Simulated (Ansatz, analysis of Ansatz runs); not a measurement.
# A hop of H in Rb2MgCl4 (I4/mmm), charge +1

Wanted: path and barrier of a jump of H in Rb2MgCl4 (I4/mmm) at charge +1. The case: H turning about Cl, in a cell of 56 host atoms with 1 H put in.

Calculated with Ansatz 0.2.0; plane-wave PAW DFT, PBEsol; nudged elastic band between two relaxed defect structures at fixed charge in a uniform background.

Report form: the programs' logs are mostly left out.

## (1) The starting structure

The cell holds 57 atoms: 16 Rb, 8 Mg, 32 Cl and 1 H. Its edges and angles: a = 9.932 Å, b = 9.932 Å, c = 16.039 Å, α = 90.0°, β = 90.0°, γ = 90.0°. It derives from Rb2MgCl4 (space group I4/mmm). Nearest the centre at fractional (0.797, 0.203, 0.597): H57 at 0.65 Å, Cl36 at 1.14 Å, Mg34 at 1.69 Å, Cl13 at 2.59 Å, Cl40 at 2.59 Å, Rb3 at 2.95 Å, Cl41 at 3.36 Å, Cl54 at 3.36 Å. The cell carries charge +1.

The cell's shortest repeat is 9.9 Å.

## (2) Relaxation of the start point, charge +1

The ends come first: from an unrelaxed start the top is counted from too high an energy, and the barrier comes out too low. Small random displacements break the symmetry of the ideal sites, so that the defect can distort if it gains by it. The charge of +1 is set by the electron count, and a uniform background keeps the cell neutral.

Input file qp1.start/input.yaml:

```yaml
crystal:
  lattice:
    - [9.93179577, 0.0, 0.0]
    - [0.0, 9.93179577, 0.0]
    - [0.0, 0.0, 16.03920526]
  atoms:
    - { symbol: Rb, position: [0.0, 0.0, 0.35750608] }
    - { symbol: Rb, position: [0.25, 0.25, 0.85750608] }
    - { symbol: Rb, position: [0.0, 0.0, 0.64249392] }
    - { symbol: Rb, position: [0.25, 0.25, 0.14249392] }
    - { symbol: Mg, position: [0.0, 0.0, 0.0] }
    - { symbol: Mg, position: [0.25, 0.25, 0.5] }
    - { symbol: Cl, position: [0.0, 0.0, 0.15533197] }
    - { symbol: Cl, position: [0.25, 0.25, 0.65533197] }
[... 45 atom lines left out ...]
    - { symbol: Cl, position: [0.75, 0.5, 0.5] }
    - { symbol: Cl, position: [0.5, 0.75, 0.5] }
    - { symbol: Cl, position: [0.75, 0.5, 0.0] }
    - { symbol: H, position: [0.843239, 0.25, 0.597107] }
total_charge: 1
basis:
  ecutwfc: 420
  xc_grid: 2
hamiltonian:
  xc: pbesol
kpoints:
  mp_grid: { grid: [1, 1, 1], shift: [0.25, 0.25, 0.25] }
scf:
  occupations: { method: fixed }
  max_iter: 120
output:
  forces: true
relax:
  f_tol: 0.02
  max_steps: 70
  random_displacement: { amplitude: 0.03, seed: 3124 }
```

On the command line:

```bash
$ ansatz run input.yaml --threads 32 --pin off --max-ram 84787MiB --backend cuda --events-out ev --progress --plain --runs-dir out --max-vram 78GiB
```

Run time: 5.4 s. Hardware: 1 × NVIDIA GB200 with 32 threads of Arm Neoverse V2, shared host; peak memory 1.4 GiB.

Step by step:

```csv
step,energy less that of the first step (eV),largest force component (eV/Å)
1,0.0000,3.1192
2,-1.0848,1.2607
3,-1.3609,0.3442
4,-1.4292,0.2417
5,-1.4307,0.2986
6,-1.4545,0.0818
7,-1.4559,0.0380
8,-1.4562,0.0318
9,-1.4571,0.0112
```

The atoms that moved most (Å, from the sites as typed, ahead of the random displacement, the mean shift of all atoms taken out):

```csv
atom,dx,dy,dz,length
H57,0.483,0.002,0.122,0.499
Cl36,0.404,0.005,0.170,0.438
Mg34,-0.126,-0.001,-0.392,0.411
Rb17,0.103,0.229,0.088,0.266
Rb3,0.098,-0.229,0.088,0.264
Cl38,-0.008,-0.002,-0.219,0.219
Cl13,-0.140,-0.001,0.160,0.212
Rb30,0.016,0.001,0.177,0.178
```

Neighbours of H57 at the end:

```csv
atom,distance (Å)
Cl36,1.406
Cl13,1.783
Mg34,2.578
Rb17,3.035
Rb3,3.036
Cl54,3.246
Cl40,3.247
Cl8,3.580
```

This step gave:

- free energy: -100842.1851 eV
- r.m.s. move of the farther half of the atoms: 0.04380 Å
- largest move from the ideal geometry of this structure, a common shift of the far atoms taken out: 0.5037 Å

The relaxation gained 1.457 eV and ended with a largest force component of 0.011 eV/Å.

## (3) Relaxation of the end point, charge +1

The end point is relaxed in the same cell and settings, so that the two energies compare. Atoms more than 3.2 Å from the middle of the hop start where the first relaxation left them, the nearer ones on or close to their ideal places, with small random displacements.

Input file qp1.end/input.yaml:

```yaml
crystal:
  lattice:
    - [9.93179577, 0.0, 0.0]
    - [0.0, 9.93179577, 0.0]
    - [0.0, 0.0, 16.03920526]
  atoms:
    - { symbol: Rb, position: [4.199e-05, -0.00688863, 0.3536493] }
    - { symbol: Rb, position: [0.25010995, 0.24992933, 0.85907475] }
    - { symbol: Rb, position: [0.0, 0.0, 0.64249392] }
[... 9 atom lines left out ...]
    - { symbol: Cl, position: [0.0, 0.25, 0.5] }
[... 3 atom lines left out ...]
    - { symbol: Rb, position: [0.01107786, 0.52303338, 0.64819309] }
[... 13 atom lines left out ...]
    - { symbol: Rb, position: [0.49177141, -0.01078654, 0.64433171] }
[... 2 atom lines left out ...]
    - { symbol: Mg, position: [0.75, 0.25, 0.5] }
[... 1 atom line left out ...]
    - { symbol: Cl, position: [0.75, 0.25, 0.65533197] }
[... 1 atom line left out ...]
    - { symbol: Cl, position: [0.74989542, 0.24978363, 0.3312588] }
[... 1 atom line left out ...]
    - { symbol: Cl, position: [0.75, 0.0, 0.5] }
    - { symbol: Cl, position: [0.50171378, 0.2499, 0.50673239] }
[... 3 atom lines left out ...]
    - { symbol: Rb, position: [0.49177979, 0.51053834, 0.64432991] }
[... 8 atom lines left out ...]
    - { symbol: Cl, position: [0.74799241, 0.49241113, 0.50272922] }
[... 2 atom lines left out ...]
    - { symbol: H, position: [0.75, 0.156761, 0.597107] }
total_charge: 1
basis:
  ecutwfc: 420
  xc_grid: 2
hamiltonian:
  xc: pbesol
kpoints:
  mp_grid: { grid: [1, 1, 1], shift: [0.25, 0.25, 0.25] }
scf:
  occupations: { method: fixed }
  max_iter: 120
output:
  forces: true
relax:
  f_tol: 0.02
  max_steps: 70
  random_displacement: { amplitude: 0.01, seed: 3124 }
```

Run time: 6 s. Hardware: 1 × NVIDIA GB200 with 32 threads; peak memory 1.4 GiB.

The steps of the relaxation:

```csv
step,energy less that of the first step (eV),largest force component (eV/Å)
1,0.0000,3.1021
2,-0.8492,1.5500
3,-1.1542,0.2999
4,-1.2088,0.1672
5,-1.2082,0.3893
6,-1.2296,0.0466
7,-1.2319,0.0600
8,-1.2333,0.0665
9,-1.2337,0.0141
10,-1.2337,0.0141
```

Relaxation step 5 was tried and not accepted.

The atoms that moved most (Å, from the sites as typed, ahead of the random displacement):

```csv
atom,dx,dy,dz,length
H57,-0.010,-0.480,0.115,0.494
Cl36,-0.013,-0.402,0.163,0.434
Mg34,-0.007,0.131,-0.392,0.413
Rb3,0.222,-0.100,0.087,0.258
Cl40,-0.008,0.144,0.150,0.208
Rb31,-0.158,0.004,0.059,0.169
Rb17,-0.001,-0.136,-0.063,0.149
Cl52,0.013,0.120,0.068,0.139
```

Neighbours of H57 at the end:

```csv
atom,distance (Å)
Cl36,1.405
Cl40,1.786
Mg34,2.574
Rb31,3.040
Rb3,3.041
Cl41,3.242
Cl13,3.245
Cl50,3.565
```

Read from the output:

* free energy: -100842.1854 eV
* r.m.s. move of the farther half of the atoms: 0.04385 Å
* largest move from the ideal geometry of this structure, a common shift of the far atoms taken out: 0.5009 Å

The relaxation gained 1.234 eV and ended with a largest force component of 0.014 eV/Å. The end lies within 1 meV of the start.

## (4) Nudged elastic band, charge +1

5 movable images are laid between the ends on a pair-potential path, which keeps atoms from colliding in the first guess. Each image feels the true force across the path and a spring force along it. The highest image is set to climb to the top of the path.

This step: plane-wave PAW DFT, PBEsol; nudged elastic band between two relaxed defect structures at fixed charge in a uniform background.

Input file qp1.neb/input.yaml:

```yaml
crystal:
  lattice:
    - [9.93179577, 0.0, 0.0]
    - [0.0, 9.93179577, 0.0]
    - [0.0, 0.0, 16.03920526]
  atoms:
    - { symbol: Rb, position: [-0.00073609, -0.00693664, 0.35358066] }
    - { symbol: Rb, position: [0.24933187, 0.24988132, 0.8590061] }
    - { symbol: Rb, position: [0.0098611, -0.02307704, 0.64809912] }
    - { symbol: Rb, position: [0.24909015, 0.24999213, 0.14234958] }
    - { symbol: Mg, position: [0.00063518, -0.00081213, 0.00042509] }
    - { symbol: Mg, position: [0.25049091, 0.24996302, 0.50267948] }
    - { symbol: Cl, position: [0.00137387, -0.00078282, 0.15526969] }
    - { symbol: Cl, position: [0.24308546, 0.24993734, 0.6549235] }
    - { symbol: Cl, position: [-0.00179465, 0.00010801, 0.84471188] }
    - { symbol: Cl, position: [0.23677086, 0.24991352, 0.3506712] }
    - { symbol: Cl, position: [0.00183596, 0.24993181, 0.00054486] }
    - { symbol: Cl, position: [0.24493829, 0.00062734, 0.50062852] }
    - { symbol: Cl, position: [-0.01412967, 0.24988647, 0.51010013] }
    - { symbol: Cl, position: [0.25027434, 4.58e-06, -0.001409] }
    - { symbol: Rb, position: [-0.000527, 0.50696672, 0.35352365] }
    - { symbol: Rb, position: [0.25072423, 0.75006999, 0.86068387] }
    - { symbol: Rb, position: [0.01029978, 0.52298537, 0.64812445] }
    - { symbol: Rb, position: [0.25014793, 0.74987543, 0.13973252] }
    - { symbol: Mg, position: [0.00068014, 0.50072541, 0.00040658] }
    - { symbol: Mg, position: [0.24797482, 0.7500041, 0.49805321] }
    - { symbol: Cl, position: [0.00159021, 0.50063309, 0.15526072] }
    - { symbol: Cl, position: [0.25117495, 0.74995307, 0.65464701] }
    - { symbol: Cl, position: [-0.0020293, 0.49982368, 0.84473324] }
    - { symbol: Cl, position: [0.24755659, 0.7499777, 0.34439573] }
    - { symbol: Cl, position: [-1.932e-05, 0.7499724, -0.00043873] }
    - { symbol: Cl, position: [0.24494823, 0.49931413, 0.50065477] }
    - { symbol: Cl, position: [-0.00274894, 0.74992326, 0.49900783] }
    - { symbol: Cl, position: [0.25027442, 0.49989238, -0.00157722] }
    - { symbol: Rb, position: [0.49198214, -0.00596859, 0.35401351] }
    - { symbol: Rb, position: [0.75160414, 0.25006618, 0.86869865] }
    - { symbol: Rb, position: [0.49099333, -0.01083455, 0.64426306] }
    - { symbol: Rb, position: [0.74975515, 0.24983633, 0.13553451] }
    - { symbol: Mg, position: [0.4995219, -0.000243, -0.00021048] }
    - { symbol: Mg, position: [0.73727162, 0.24984129, 0.4757409] }
    - { symbol: Cl, position: [0.49823748, -0.00142191, 0.15516898] }
    - { symbol: Cl, position: [0.7905926, 0.25043761, 0.66607982] }
    - { symbol: Cl, position: [0.50291689, 0.0032504, 0.84332863] }
    - { symbol: Cl, position: [0.74911734, 0.24973562, 0.33119015] }
    - { symbol: Cl, position: [0.49827559, 0.24993181, 0.00077679] }
    - { symbol: Cl, position: [0.74715018, 0.00746406, 0.5029489] }
    - { symbol: Cl, position: [0.5009357, 0.249852, 0.50666374] }
    - { symbol: Cl, position: [0.74991513, -0.00158779, 0.00079449] }
    - { symbol: Rb, position: [0.49211823, 0.50590562, 0.3540621] }
    - { symbol: Rb, position: [0.74950409, 0.74983812, 0.8592394] }
    - { symbol: Rb, position: [0.49100171, 0.51049033, 0.64426126] }
    - { symbol: Rb, position: [0.74903759, 0.75005862, 0.14140619] }
    - { symbol: Mg, position: [0.49954586, 0.50013177, -0.00019562] }
    - { symbol: Mg, position: [0.74727671, 0.7499128, 0.49923245] }
    - { symbol: Cl, position: [0.49798248, 0.50129902, 0.15516907] }
    - { symbol: Cl, position: [0.74782539, 0.74977029, 0.65320598] }
    - { symbol: Cl, position: [0.50311417, 0.49670496, 0.84335098] }
    - { symbol: Cl, position: [0.74707626, 0.75012253, 0.3464955] }
    - { symbol: Cl, position: [0.50002553, 0.7499607, -0.00196874] }
    - { symbol: Cl, position: [0.74721433, 0.49236312, 0.50266057] }
    - { symbol: Cl, position: [0.49778694, 0.74994569, 0.49915215] }
    - { symbol: Cl, position: [0.74992043, 0.50149759, 0.00100447] }
    - { symbol: H, position: [0.89187328, 0.25013273, 0.60484043] }
total_charge: 1
basis:
  ecutwfc: 420
  xc_grid: 2
hamiltonian:
  xc: pbesol
kpoints:
  mp_grid: { grid: [1, 1, 1], shift: [0.25, 0.25, 0.25] }
scf:
  occupations: { method: fixed }
  max_iter: 120
output:
  forces: true
neb:
  images: 5
  f_tol: 0.04
  climbing: true
  initial_path: idpp
  max_iterations: 45
  order_check: false
  final_atoms:
    - { symbol: Rb, position: [0.00591262, -6.753e-05, 0.35340867] }
    - { symbol: Rb, position: [0.24937833, 0.24959508, 0.85943696] }
    - { symbol: Rb, position: [0.02194658, -0.0110383, 0.64807229] }
[... 9 atom lines left out ...]
    - { symbol: Cl, position: [-0.00865364, 0.25196249, 0.50281473] }
[... 3 atom lines left out ...]
    - { symbol: Rb, position: [0.01059888, 0.50841494, 0.64442704] }
[... 13 atom lines left out ...]
    - { symbol: Rb, position: [0.47546463, -0.01129486, 0.64811893] }
[... 2 atom lines left out ...]
    - { symbol: Mg, position: [0.74888344, 0.26225227, 0.47570266] }
[... 1 atom line left out ...]
    - { symbol: Cl, position: [0.74833347, 0.20861233, 0.66564516] }
[... 1 atom line left out ...]
    - { symbol: Cl, position: [0.74893879, 0.2523972, 0.33117356] }
[... 1 atom line left out ...]
    - { symbol: Cl, position: [0.74884822, 0.01355193, 0.50948249] }
    - { symbol: Cl, position: [0.50636109, 0.25183858, 0.50264126] }
[... 3 atom lines left out ...]
    - { symbol: Rb, position: [0.48717161, 0.50834046, 0.64444687] }
[... 8 atom lines left out ...]
    - { symbol: Cl, position: [0.7488682, 0.49810024, 0.50848258] }
[... 2 atom lines left out ...]
    - { symbol: H, position: [0.74860919, 0.10745892, 0.60441074] }
```

Run time: 19 s. Hardware: 1 × NVIDIA GB200 with 32 threads; peak memory 2.4 GiB; 74 s of CPU time.

Images along the path:

```csv
image,path (Å),energy (eV),"H57: x, y, z (Å)"
0,0.000,0.0000,"8.858, 2.484, 9.701"
1,0.494,0.0130,"8.650, 2.446, 9.817"
2,0.988,0.1070,"8.370, 2.174, 9.887"
3,1.482,0.2130,"8.075, 1.848, 9.910"
4,1.984,0.1040,"7.742, 1.548, 9.886"
5,2.486,0.0120,"7.471, 1.263, 9.812"
6,2.988,0.0000,"7.435, 1.067, 9.694"
```

Read from the output:

```yaml
free_energy: -100841.9718 eV
barrier_forward: 0.2133 eV
barrier_backward: 0.2136 eV
end_less_start: -3.27e-4 eV
hop_length: 2.008 Å
```

Track of the atom that was set to move:

```csv
image,x (Å),y (Å),z (Å),nearest neighbour,distance (Å)
0,8.858,2.484,9.701,Cl,1.406
1,8.65,2.446,9.817,Cl,1.391
2,8.37,2.174,9.887,Cl,1.345
3,8.075,1.848,9.91,Cl,1.322
4,7.742,1.548,9.886,Cl,1.345
5,7.471,1.263,9.812,Cl,1.392
6,7.435,1.067,9.694,Cl,1.405
```

The band met its tolerance of 0.04 eV/Å after 12 iterations, with image 3 on top (the start counts as 0). H57, which moves farthest between the ends, has 1 Cl at 1.41 Å nearest at the start and 1 Cl at 1.32 Å at the top.

## (5) Single point at the start point, PBEsol, denser k-mesh

Three single points on a mesh of more k-points (start, top, end) test the sampling. The start is shown; top and end are run alike.

This step: plane-wave PAW DFT, PBEsol; single point of a defect supercell on a structure of the PBEsol path.

Input file qp1.start.mesh/input.yaml:

```yaml
crystal:
  lattice:
    - [9.93179577, 0.0, 0.0]
    - [0.0, 9.93179577, 0.0]
    - [0.0, 0.0, 16.03920526]
  atoms:
    - { symbol: Rb, position: [-0.00073609, -0.00693664, 0.35358066] }
    - { symbol: Rb, position: [0.24933187, 0.24988132, 0.8590061] }
    - { symbol: Rb, position: [0.0098611, -0.02307704, 0.64809912] }
[... 9 atom lines left out ...]
    - { symbol: Cl, position: [-0.01412967, 0.24988647, 0.51010013] }
[... 3 atom lines left out ...]
    - { symbol: Rb, position: [0.01029978, 0.52298537, 0.64812445] }
[... 13 atom lines left out ...]
    - { symbol: Rb, position: [0.49099333, -0.01083455, 0.64426306] }
[... 2 atom lines left out ...]
    - { symbol: Mg, position: [0.73727162, 0.24984129, 0.4757409] }
[... 1 atom line left out ...]
    - { symbol: Cl, position: [0.7905926, 0.25043761, 0.66607982] }
[... 1 atom line left out ...]
    - { symbol: Cl, position: [0.74911734, 0.24973562, 0.33119015] }
[... 1 atom line left out ...]
    - { symbol: Cl, position: [0.74715018, 0.00746406, 0.5029489] }
    - { symbol: Cl, position: [0.5009357, 0.249852, 0.50666374] }
[... 3 atom lines left out ...]
    - { symbol: Rb, position: [0.49100171, 0.51049033, 0.64426126] }
[... 8 atom lines left out ...]
    - { symbol: Cl, position: [0.74721433, 0.49236312, 0.50266057] }
[... 2 atom lines left out ...]
    - { symbol: H, position: [0.89187328, 0.25013273, 0.60484043] }
total_charge: 1
basis:
  ecutwfc: 420
  xc_grid: 2
hamiltonian:
  xc: pbesol
kpoints:
  mp_grid: { grid: [2, 2, 2], shift: [0.5, 0.5, 0.5] }
scf:
  occupations: { method: fixed }
  max_iter: 120
output:
  forces: true
  eigenvalues: true
checkpoint:
  write: "../qp1.start.mesh.run"
  compress: false
  write_wavefunctions: false
  write_every: 100000
```

It took 1.8 s on 1 × NVIDIA GB200 with 32 threads; peak memory 1.5 GiB; 6 s of CPU time.

Read from the output:

- free energy: -100842.1852 eV

## (6) Barrier from single points, PBEsol, denser k-mesh

Analysis of the runs above: barrier from PBEsol single points on the PBEsol path.

It gives:

```
barrier forward  : 0.2143 eV
barrier backward : 0.2144 eV
end less start   : -9.68e-5 eV
```

This gives 0.214 eV against the band's 0.213 eV (backward 0.214 against 0.214 eV). This mesh holds only the band's own point and its sign variants, so it tests the average over those and no finer sampling.

## (7) Single point at the start point, r2SCAN

Three single points with a meta-GGA, at its higher cutoff of 500 eV, show what it does to the barrier on the path found. The start is shown; top and end are run alike.

This step: plane-wave PAW DFT, r2SCAN; single point of a defect supercell on a structure of the PBEsol path.

qp1.start.r2scan/input.yaml, as its differences from qp1.start.mesh/input.yaml of step 5:

```diff
@@ -32,8 +32,8 @@
 basis:
-  ecutwfc: 420
+  ecutwfc: 500
   xc_grid: 2
 hamiltonian:
-  xc: pbesol
+  xc: r2scan
 kpoints:
-  mp_grid: { grid: [2, 2, 2], shift: [0.5, 0.5, 0.5] }
+  mp_grid: { grid: [1, 1, 1], shift: [0.25, 0.25, 0.25] }
 scf:
@@ -45,3 +45,3 @@
 checkpoint:
-  write: "../qp1.start.mesh.run"
+  write: "../qp1.start.r2scan.run"
   compress: false
```

Wall time 1.8 s (1 × NVIDIA GB200 with 32 threads); peak memory 1.5 GiB; 4.9 s of CPU time.

Numbers from this step:

```yaml
free_energy: -102676.2864 eV
```

## (8) Barrier from single points, r2SCAN

Analysis of the runs above: barrier from r2SCAN single points on the PBEsol path.

It gives:

| Property | Result |
| --- | --- |
| barrier forward | 0.1725 eV |
| barrier backward | 0.1713 eV |
| end less start | 0.001216 eV |

This gives 0.172 eV against the band's 0.213 eV.

## (9) What came out

```json
{
 "barrier forward": "0.21 eV",
 "barrier backward": "0.21 eV",
 "end less start": "0.00 eV",
 "hop length": "2.01 Å",
 "band iterations, as the log counts them": "12",
 "barrier from single points, PBEsol, denser k-mesh": "0.21 eV",
 "barrier from single points, r2SCAN": "0.17 eV"
}
```

**Reading.** The top of the band lies 0.21 eV above the start and 0.21 eV above the end, which are alike in energy and neighbours. For hydrogen, zero-point energy and tunnelling change the rate much, so no rate follows from this barrier alone. At the top H57 stands 1.32 Å from its nearest Cl, 0.08 Å closer than at the start. Across functionals on this path (PBEsol 0.213 and r2SCAN 0.172 eV) the forward values spread by 0.041 eV. The order of the top as a saddle was not checked for all atoms, so a bent path could be lower. No image-charge correction is applied; it largely cancels along a path if the charge stays localised alike. Limits: one k-point off the zone centre stands for the whole zone.

[Logs are printed without paths, hosts, clocks, repeated set-up lines and the standing remarks that a program may print on its own settings, such as how far it seeks lower states.]

[Hosts, paths, dates, database ids (printed as entryN), source tags and the programs' standing remarks are cut or masked in the printed files.]
